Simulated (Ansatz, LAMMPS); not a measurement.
# Gap against volume in amorphous Ge (61 atoms)

Density of this cell: 5.13 g/cm³. The cell holds 61 atoms: 61 Ge. Its edges and angles: a = 11.531 Å, b = 11.127 Å, c = 11.198 Å, α = 88.0°, β = 92.3°, γ = 92.4°. The starting structure: 61 atoms (61 Ge) placed at random at 5.08 g/cm³, melted at 3500 K for 10 ps at fixed volume with the Tersoff potential (Tersoff, Phys. Rev. B 39, 5566 (1989)). Quenched from 3500 K to 100 K at 5 K/ps and fixed volume, held 5 ps, then minimised at fixed cell.

Calculated with Ansatz 0.2.0: Kohn-Sham DFT, PBEsol, PAW (set soft_1), plane waves; cutoff 420 eV, Γ point, gaussian smearing of 0.025 eV. The relaxed cell was scaled evenly and the atoms were relaxed at each volume. The gap is that between the highest filled and the lowest empty Kohn-Sham level on the run's k-points.

```
volume (Å³/atom)  gap (eV)
          21.150               0.462
          22.090              0.4276
          22.795                   ?
          23.500               0.393
          24.205              0.3692
          24.910              0.3461
```

**Question.** Fit a straight line in ln V to the rows given and interpolate to the withheld row.

**Working.**

A volume deformation potential makes the spacing linear in u = ln(V/V0), with V0 = 23.500 Å³ the relaxed volume; v is the spacing.

| u = ln(V/V0) | v (eV) |
| --- | --- |
| -0.105360 | 0.462 |
| -0.0618761 | 0.4276 |
| 0 | 0.393 |
| 0.0295585 | 0.3692 |
| 0.0582688 | 0.3461 |

With n = 5: mean u = -0.0158818, mean v = 0.39958, Σ(u − ū)² = 0.017937, Σ(u − ū)(v − v̄) = -0.012325. Slope b = -0.012325 / 0.017937 = -0.68709; intercept a = v̄ − b ū = 0.38867.

At the withheld volume u = -0.03046, and v = a + b u.

Prediction at 22.795: 0.4096 eV. The run gave 0.4102 eV, so the fit is low by 6.0e-4 eV (0.15 % of the value).

The slope, -0.69 eV, says that the spacing narrows on expansion. Among the rows given, the largest miss of the fit is at 23.500, by 0.0043 eV (3.7 % of the range of the table).

Limits: The table spans 16 % in volume, wide for a linear law. Semilocal functionals tend to put gaps under measured ones. Only the Γ point is sampled. Defect or tail levels can set the spacing of a disordered cell.

[Logs are printed without paths, hosts, clocks, repeated set-up lines and the standing remarks that a program may print on its own settings, such as how far it seeks lower states.]

[Hosts, paths, dates, database ids (printed as entryN), source tags and the programs' standing remarks are cut or masked in the printed files.]
